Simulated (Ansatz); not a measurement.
# linear Zn chain under tension and compression, part 2 of 2

Aim: how do moment and conductance of the linear Zn chain follow its length?

Ansatz 0.2.0; DFT PBE, plane waves, PAW; relaxation of a chain's period (the session's first sound run).

So far, conductance of the lead as this run defines it (G₀): step 3 (At a set period, period over the relaxed period 0.88 …) 1.93. Also absolute moment (μB): step 3 0.143.

**4. The chain at a fixed length, period over the relaxed period 0.92, k-mesh 1×1×34**

Level of this step: DFT PBE, plane waves, PAW; channels and complex bands of a perfect chain (Ansatz).

The period is set to 0.92 times the relaxed one: shorter bonds widen the bands.

The cell differs from the one that the last finished run ended in (c 2.260 → 2.363 Å).

File input.yaml:

```yaml
crystal:
  lattice:
    - [7.5, 0.0, 0.0]
    - [0.0, 7.5, 0.0]
    - [0.0, 0.0, 2.3631742339]
  atoms:
    - { symbol: Zn, position: [0.5, 0.5, 0.0], spin: 0.5 }
magnetization:
  spin_polarized: true
kpoints:
  mp_grid: { grid: [1, 1, 34] }
scf:
  occupations: { method: fermi_dirac, width: 0.05 }
hamiltonian:
  xc: pbe
output:
  transmission:
    e_range: [-2, 2]
    de: 0.035
    kmesh: [1, 1]
    reduced_basis: true
    leads: [[0, 0]]
  stress: true
```

On the command line:

```bash
$ ansatz run input.yaml --threads 4 --pin off --max-ram 8192MiB --backend cpu --events-out ev --progress --plain --runs-dir out
```

Numbers of over 12 decimals in the logs are rounded to 6 here.

The program printed:

```text
[...]
Crystal: 1 atoms, lattice volume = 132.929 Å³
Basis set: ecut = 420 eV, 2583 PW (Γ)
Bands: 11, of which v1, the nominal top of the filled ones, is band 6 counted from 1 (5 counted from 0)
Symmetry: 16 space group operations
[...]
k-points: 18 of 34
[...]
Starting moments: Σ|m| = 0.5 μB on 1 of 1 site
[...]
--- Transmission ---
  basis      : 497 plane waves across, 3 finite elements along
  points     : 1, standing for a mesh of 1 x 1
[...]
crystal 0  : Zn1, at the sites [0, 0], period 2.3632 Å: whole cells are its period
[...]
filled         : 36.5 meV under the level at which it is neutral
    channels       : 1.000000e0 up, 1.000000e0 down
[...]
[key lines of the parts left out:]
SCF converged after 22 iterations
Magnetization: 0.0084 μB (6.0042 up, 5.9958 down)
Free energy (F): -3318.002323 eV
Fermi energy:    -1.005945 eV
P = ⅓ Tr σ = 0.7639 GPa (7.639 kbar)
```

Run time: 20 s. Hardware: 4 threads of Arm Neoverse V1, shared host; peak memory 0.42 GiB.

At the computed energy nearest the Fermi level there are 1 spin-up and 1 spin-down channels, and the thermal average gives 1.30 G₀.

For the conductance of the lead as this run defines it, step 3 gave 1.93 G₀; this run, with period over the relaxed period 0.92 and k-mesh 1×1×34, gives 1.30 G₀ (-33 %).

**5. At a set period, period over the relaxed period 0.96, k-mesh 1×1×33**

The period is set to 0.96 times the relaxed one: shorter bonds widen the bands.

The cell differs from the one that the last finished run ended in (c 2.363 → 2.466 Å).

input.yaml: that of step 4 with these lines changed.

```diff
@@ -4,3 +4,3 @@
     - [0.0, 7.5, 0.0]
-    - [0.0, 0.0, 2.3631742339]
+    - [0.0, 0.0, 2.4659209397]
   atoms:
@@ -10,3 +10,3 @@
 kpoints:
-  mp_grid: { grid: [1, 1, 34] }
+  mp_grid: { grid: [1, 1, 33] }
 scf:
```

The program printed:

```text
[...]
Crystal: 1 atoms, lattice volume = 138.708 Å³
Basis set: ecut = 420 eV, 2697 PW (Γ)
Bands: 11, of which v1, the nominal top of the filled ones, is band 6 counted from 1 (5 counted from 0)
Symmetry: 16 space group operations
[...]
k-points: 17 of 33
[...]
Starting moments: Σ|m| = 0.5 μB on 1 of 1 site
[...]
--- Transmission ---
  basis      : 497 plane waves across, 4 finite elements along
  points     : 1, standing for a mesh of 1 x 1
[...]
crystal 0  : Zn1, at the sites [0, 0], period 2.4659 Å: whole cells are its period
[...]
filled         : 44.1 meV under the level at which it is neutral
    channels       : 1.000000e0 up, 1.000000e0 down
[...]
[key lines of the parts left out:]
SCF converged after 17 iterations
Magnetization: -0.0000 μB (6.0000 up, 6.0000 down)
Free energy (F): -3318.058133 eV
Fermi energy:    -0.951003 eV
P = ⅓ Tr σ = 0.2534 GPa (2.534 kbar)
```

It took 25 s on 4 threads; peak memory 0.48 GiB; 89 s of CPU time.

At the computed energy nearest the Fermi level there are 1 spin-up and 1 spin-down channels, and the thermal average gives 1.05 G₀.

Between step 3 and this run (period over the relaxed period 0.96 and k-mesh 1×1×33) the value for the conductance of the lead as this run defines it moves from 1.93 G₀ to 1.05 G₀ (-46 %).

**6. At a set period, period over the relaxed period 1, k-mesh 1×1×32**

The period is set to 1.0 times the relaxed one, as the point of reference.

input.yaml: that of step 5 with these lines changed.

```diff
@@ -4,3 +4,3 @@
     - [0.0, 7.5, 0.0]
-    - [0.0, 0.0, 2.4659209397]
+    - [0.0, 0.0, 2.5686676455]
   atoms:
@@ -10,3 +10,3 @@
 kpoints:
-  mp_grid: { grid: [1, 1, 33] }
+  mp_grid: { grid: [1, 1, 32] }
 scf:
```

The program printed:

```text
[...]
Crystal: 1 atoms, lattice volume = 144.488 Å³
Basis set: ecut = 420 eV, 2849 PW (Γ)
Bands: 11, of which v1, the nominal top of the filled ones, is band 6 counted from 1 (5 counted from 0)
Symmetry: 16 space group operations
[...]
k-points: 17 of 32
[...]
Starting moments: Σ|m| = 0.5 μB on 1 of 1 site
[...]
crystal 0  : Zn1, at the sites [0, 0], period 2.5687 Å: whole cells are its period
[...]
filled         : 0.0 meV over the level at which it is neutral
    channels       : 0.000000e0 up, 0.000000e0 down
[...]
slowest decay  : 0.0150 /Å at (0.0000, 0.0000)
[key lines of the parts left out:]
SCF converged after 14 iterations
Magnetization: -0.0000 μB (6.0000 up, 6.0000 down)
Free energy (F): -3318.075556 eV
Fermi energy:    -0.930039 eV
P = ⅓ Tr σ = -0.0618 GPa (-0.618 kbar)
```

Run time: 61 s. Hardware: 4 threads; peak memory 0.57 GiB.

At the computed energy nearest the Fermi level there are 0 spin-up and 0 spin-down channels, and the thermal average gives 0.208 G₀.

For the conductance of the lead as this run defines it, step 3 gave 1.93 G₀; this run, with period over the relaxed period 1 and k-mesh 1×1×32, gives 0.208 G₀ (-89 %).

**7. At a set period, period over the relaxed period 1.04, k-mesh 1×1×30**

The period is set to 1.04 times the relaxed one: longer bonds narrow the bands.

The cell differs from the one that the last finished run ended in (c 2.569 → 2.671 Å).

input.yaml: that of step 6 with these lines changed.

```diff
@@ -4,3 +4,3 @@
     - [0.0, 7.5, 0.0]
-    - [0.0, 0.0, 2.5686676455]
+    - [0.0, 0.0, 2.6714143514]
   atoms:
@@ -10,3 +10,3 @@
 kpoints:
-  mp_grid: { grid: [1, 1, 32] }
+  mp_grid: { grid: [1, 1, 30] }
 scf:
```

The program printed:

```text
[...]
Crystal: 1 atoms, lattice volume = 150.267 Å³
Basis set: ecut = 420 eV, 3009 PW (Γ)
Bands: 11, of which v1, the nominal top of the filled ones, is band 6 counted from 1 (5 counted from 0)
Symmetry: 16 space group operations
[...]
k-points: 16 of 30
[...]
Starting moments: Σ|m| = 0.5 μB on 1 of 1 site
[...]
--- Transmission ---
  basis      : 497 plane waves across, 4 finite elements along
  points     : 1, standing for a mesh of 1 x 1
[...]
crystal 0  : Zn1, at the sites [0, 0], period 2.6714 Å: whole cells are its period
[...]
filled         : 0.2 meV over the level at which it is neutral
    channels       : 0.000000e0 up, 0.000000e0 down
[...]
slowest decay  : 0.0095 /Å at (0.0000, 0.0000)
[key lines of the parts left out:]
SCF converged after 14 iterations
Magnetization: -0.0000 μB (6.0000 up, 6.0000 down)
Free energy (F): -3318.065040 eV
Fermi energy:    -0.979031 eV
P = ⅓ Tr σ = -0.2066 GPa (-2.066 kbar)
```

Wall time 59 s (4 threads); peak memory 0.64 GiB; 3.4 min of CPU time.

At the computed energy nearest the Fermi level there are 0 spin-up and 0 spin-down channels, and the thermal average gives 0.0588 G₀. The change of length costs 0.009 eV a cell and leaves no moment.

Between step 3 and this run (period over the relaxed period 1.04 and k-mesh 1×1×30) the value for the conductance of the lead as this run defines it moves from 1.93 G₀ to 0.0588 G₀ (-97 %).

**8. At a set period, period over the relaxed period 1.08, k-mesh 1×1×29**

The period is set to 1.08 times the relaxed one: longer bonds narrow the bands.

The cell differs from the one that the last finished run ended in (c 2.671 → 2.774 Å).

input.yaml: that of step 7 with these lines changed.

```diff
@@ -4,3 +4,3 @@
     - [0.0, 7.5, 0.0]
-    - [0.0, 0.0, 2.6714143514]
+    - [0.0, 0.0, 2.7741610572]
   atoms:
@@ -10,3 +10,3 @@
 kpoints:
-  mp_grid: { grid: [1, 1, 30] }
+  mp_grid: { grid: [1, 1, 29] }
 scf:
```

The program printed:

```text
[...]
Crystal: 1 atoms, lattice volume = 156.047 Å³
Basis set: ecut = 420 eV, 3105 PW (Γ)
Bands: 11, of which v1, the nominal top of the filled ones, is band 6 counted from 1 (5 counted from 0)
Symmetry: 16 space group operations
[...]
k-points: 15 of 29
[...]
Starting moments: Σ|m| = 0.5 μB on 1 of 1 site
[...]
--- Transmission ---
  basis      : 497 plane waves across, 4 finite elements along
  points     : 1, standing for a mesh of 1 x 1
[...]
crystal 0  : Zn1, at the sites [0, 0], period 2.7742 Å: whole cells are its period
[...]
filled         : 0.1 meV over the level at which it is neutral
    channels       : 0.000000e0 up, 0.000000e0 down
[...]
slowest decay  : 0.0135 /Å at (0.0000, 0.0000)
[key lines of the parts left out:]
SCF converged after 13 iterations
Magnetization: -0.0000 μB (6.0000 up, 6.0000 down)
Free energy (F): -3318.062604 eV
Fermi energy:    -1.290864 eV
P = ⅓ Tr σ = -0.1414 GPa (-1.414 kbar)
```

Elapsed: 59 s, on 4 threads; peak memory 0.62 GiB; 3.4 min of CPU time.

At the computed energy nearest the Fermi level there are 0 spin-up and 0 spin-down channels, and the thermal average gives 0.0169 G₀. The change of length costs 0.010 eV a cell and leaves no moment.

For the conductance of the lead as this run defines it, step 3 gave 1.93 G₀; this run, with period over the relaxed period 1.08 and k-mesh 1×1×29, gives 0.0169 G₀ (-99 %).

**9. At a set period, period over the relaxed period 1.13, k-mesh 1×1×28**

The period is set to 1.13 times the relaxed one: longer bonds narrow the bands.

The cell differs from the one that the last finished run ended in (c 2.774 → 2.903 Å).

input.yaml: that of step 8 with these lines changed.

```diff
@@ -4,3 +4,3 @@
     - [0.0, 7.5, 0.0]
-    - [0.0, 0.0, 2.7741610572]
+    - [0.0, 0.0, 2.9025944395]
   atoms:
@@ -10,3 +10,3 @@
 kpoints:
-  mp_grid: { grid: [1, 1, 29] }
+  mp_grid: { grid: [1, 1, 28] }
 scf:
```

The program printed:

```text
[...]
Crystal: 1 atoms, lattice volume = 163.271 Å³
Basis set: ecut = 420 eV, 3209 PW (Γ)
Bands: 11, of which v1, the nominal top of the filled ones, is band 6 counted from 1 (5 counted from 0)
Symmetry: 16 space group operations
[...]
k-points: 15 of 28
[...]
Starting moments: Σ|m| = 0.5 μB on 1 of 1 site
[...]
--- Transmission ---
  basis      : 497 plane waves across, 4 finite elements along
  points     : 1, standing for a mesh of 1 x 1
[...]
crystal 0  : Zn1, at the sites [0, 0], period 2.9026 Å: whole cells are its period
[...]
filled         : 0.1 meV over the level at which it is neutral
    channels       : 0.000000e0 up, 0.000000e0 down
[...]
slowest decay  : 0.0421 /Å at (0.0000, 0.0000)
[key lines of the parts left out:]
SCF converged after 12 iterations
Magnetization: -0.0000 μB (6.0000 up, 6.0000 down)
Free energy (F): -3318.053770 eV
Fermi energy:    -1.627605 eV
P = ⅓ Tr σ = -0.1127 GPa (-1.127 kbar)
```

The job ended after 36 s (4 threads; peak memory 0.52 GiB; 2.2 min of CPU time).

At the computed energy nearest the Fermi level there are 0 spin-up and 0 spin-down channels, and the thermal average gives 1.4e-6 G₀. The change of length costs 0.019 eV a cell and leaves no moment.

For the conductance of the lead as this run defines it, step 3 gave 1.93 G₀; this run, with period over the relaxed period 1.13 and k-mesh 1×1×28, gives 1.4e-6 G₀ (-100 %).

**10. The chain at a fixed length, period over the relaxed period 1.2, k-mesh 1×1×26**

The period is set to 1.2 times the relaxed one: longer bonds narrow the bands.

The cell differs from the one that the last finished run ended in (c 2.903 → 3.082 Å).

input.yaml: that of step 9 with these lines changed.

```diff
@@ -4,3 +4,3 @@
     - [0.0, 7.5, 0.0]
-    - [0.0, 0.0, 2.9025944395]
+    - [0.0, 0.0, 3.0824011746]
   atoms:
@@ -10,3 +10,3 @@
 kpoints:
-  mp_grid: { grid: [1, 1, 28] }
+  mp_grid: { grid: [1, 1, 26] }
 scf:
```

The program printed:

```text
[...]
Crystal: 1 atoms, lattice volume = 173.385 Å³
Basis set: ecut = 420 eV, 3395 PW (Γ)
Bands: 11, of which v1, the nominal top of the filled ones, is band 6 counted from 1 (5 counted from 0)
Symmetry: 16 space group operations
[...]
k-points: 14 of 26
[...]
Starting moments: Σ|m| = 0.5 μB on 1 of 1 site
[...]
--- Transmission ---
  basis      : 497 plane waves across, 4 finite elements along
  points     : 1, standing for a mesh of 1 x 1
[...]
crystal 0  : Zn1, at the sites [0, 0], period 3.0824 Å: whole cells are its period
[...]
filled         : 0.1 meV over the level at which it is neutral
    channels       : 0.000000e0 up, 0.000000e0 down
[...]
slowest decay  : 0.0812 /Å at (0.0000, 0.0000)
[key lines of the parts left out:]
SCF converged after 12 iterations
Magnetization: -0.0000 μB (6.0000 up, 6.0000 down)
Free energy (F): -3318.043060 eV
Fermi energy:    -1.981763 eV
P = ⅓ Tr σ = -0.1359 GPa (-1.359 kbar)
```

It took 39 s on 4 threads; peak memory 0.49 GiB; 2.3 min of CPU time.

At the computed energy nearest the Fermi level there are 0 spin-up and 0 spin-down channels, and the thermal average gives 1.6e-11 G₀. The change of length costs 0.029 eV a cell and leaves no moment.

**11. The chain at a fixed length, period over the relaxed period 1.3, k-mesh 1×1×24**

The period is set to 1.3 times the relaxed one: longer bonds narrow the bands.

The cell differs from the one that the last finished run ended in (c 3.082 → 3.339 Å).

input.yaml: that of step 10 with these lines changed.

```diff
@@ -4,3 +4,3 @@
     - [0.0, 7.5, 0.0]
-    - [0.0, 0.0, 3.0824011746]
+    - [0.0, 0.0, 3.3392679392]
   atoms:
@@ -10,3 +10,3 @@
 kpoints:
-  mp_grid: { grid: [1, 1, 26] }
+  mp_grid: { grid: [1, 1, 24] }
 scf:
```

The program printed:

```text
[...]
Crystal: 1 atoms, lattice volume = 187.834 Å³
Basis set: ecut = 420 eV, 3691 PW (Γ)
Bands: 11, of which v1, the nominal top of the filled ones, is band 6 counted from 1 (5 counted from 0)
Symmetry: 16 space group operations
[...]
k-points: 13 of 24
[...]
Starting moments: Σ|m| = 0.5 μB on 1 of 1 site
[...]
--- Transmission ---
  basis      : 497 plane waves across, 5 finite elements along
  points     : 1, standing for a mesh of 1 x 1
[...]
crystal 0  : Zn1, at the sites [0, 0], period 3.3393 Å: whole cells are its period
[...]
filled         : 0.1 meV over the level at which it is neutral
    channels       : 0.000000e0 up, 0.000000e0 down
[...]
slowest decay  : 0.1346 /Å at (0.0000, 0.0000)
[key lines of the parts left out:]
SCF converged after 12 iterations
Magnetization: -0.0000 μB (6.0000 up, 6.0000 down)
Free energy (F): -3318.024383 eV
Fermi energy:    -2.337449 eV
P = ⅓ Tr σ = -0.1386 GPa (-1.386 kbar)
```

It took 49 s on 4 threads; peak memory 0.47 GiB; 2.5 min of CPU time.

At the computed energy nearest the Fermi level there are 0 spin-up and 0 spin-down channels, and the thermal average gives 2.7e-17 G₀; the gap is 2.01 eV. The change of length costs 0.048 eV a cell and leaves no moment.

**12. The series together**

Times are for 4 threads of Arm Neoverse V1, shared host. The series side by side:

```csv
no.,period over the relaxed period,conductance of the lead as this run defines it (G₀),absolute moment (μB),energy at zero smearing less the lowest (eV),time,memory (GiB)
1,0.88,1.933,0.1425,0.1915,20 s,0.45
2,0.92,1.295,0.008666,0.07740,20 s,0.42
3,0.96,1.049,0,0.02018,25 s,0.48
4,1,0.2083,0,0,61 s,0.57
5,1.04,0.05881,0,0.009119,59 s,0.64
6,1.08,0.01685,0,0.009748,59 s,0.62
7,1.13,1.41e-6,0,0.01857,36 s,0.52
8,1.2,1.56e-11,0,0.02926,39 s,0.49
9,1.3,2.70e-17,0,0.04794,49 s,0.47
```

**13. A varied input**

This step: DFT PBE, plane waves, PAW; channels and complex bands of a perfect chain; changed: output.transmission.leads = [[0, 0], [1, 0]], scf.max_iter = 60 (Ansatz 0.2.0).

The input of the run at the relaxed period is made doubtful on purpose.

File input.yaml:

```yaml
crystal:
  lattice:
    - [7.5, 0.0, 0.0]
    - [0.0, 7.5, 0.0]
    - [0.0, 0.0, 2.5686676455]
  atoms:
    - { symbol: Zn, position: [0.5, 0.5, 0.0], spin: 0.5 }
magnetization:
  spin_polarized: true
kpoints:
  mp_grid: { grid: [1, 1, 32] }
scf:
  occupations: { method: fermi_dirac, width: 0.05 }
  max_iter: 60
hamiltonian:
  xc: pbe
output:
  transmission:
    e_range: [-2, 2]
    de: 0.035
    kmesh: [1, 1]
    reduced_basis: true
    leads: [[0, 0], [1, 0]]
  stress: true
```

The program printed:

```text
Error: inconsistent input (output.transmission.leads, crystal): the lead [1, 0] names a site that the cell does not have: it has 1, counted from 0.
List the leads and leave barriers out. Name each by two sites of one ion a step apart, counted from 0. A search, which can't tell a lead from a barrier or a film with its gap, finds:
  [0, 0]  Zn1, period 2.5687 Å from a height of 1.98 Å
```

Run time: 0.04 s. Hardware: 4 threads; peak memory 0.07 GiB.

The program refused the input before any cycle.

The program's message: “Error: inconsistent input (output.transmission.leads, crystal): the lead [1, 0] names a site that the cell does not have: it has 1, counted from 0.”

The change that led to it: output.transmission.leads = [[0, 0], [1, 0]].

**14. Results**

```yaml
relaxed_cell_length: 2.569 Å
conductance_at_period_x_0p88: 1.93 G₀
conductance_at_period_x_1p0: 0.208 G₀
conductance_at_period_x_1p13: 1.4e-6 G₀
conductance_at_period_x_1p3: 2.7e-17 G₀
absolute_moment_at_period_x_0p88: 0.143 μB
absolute_moment_at_period_x_1p0: 0 μB
absolute_moment_at_period_x_1p3: 0 μB
```

What this shows: The conductance goes from 1.93 G₀ at the shortest period to 2.7e-17 G₀ at the longest, as band edges move through the Fermi level. Transport is coherent and elastic here: the atoms are frozen, so scattering by vibrations plays no part. No search over magnetic orders was made; another may lie lower. One term of the program's error estimate for a conductance, of a junction or of the perfect wire, reaches 41 % in this session. For the perfect chain only parallel moments were started; its antiparallel and spiral orders were not tested. Conductances of a perfect chain off the multiples of half a G0 come from band edges within the thermal window; the square box also splits pairs of bands that an isolated chain keeps degenerate, which moves such edges. The lead's cell of one atom keeps the chain straight and evenly spaced; a zigzag or dimerised form may lie lower.

[Logs are printed without paths, hosts, clocks, repeated set-up lines and the standing remarks that a program may print on its own settings, such as how far it seeks lower states.]

[Hosts, paths, dates, database ids (printed as entryN), source tags and the programs' standing remarks are cut or masked in the printed files.]
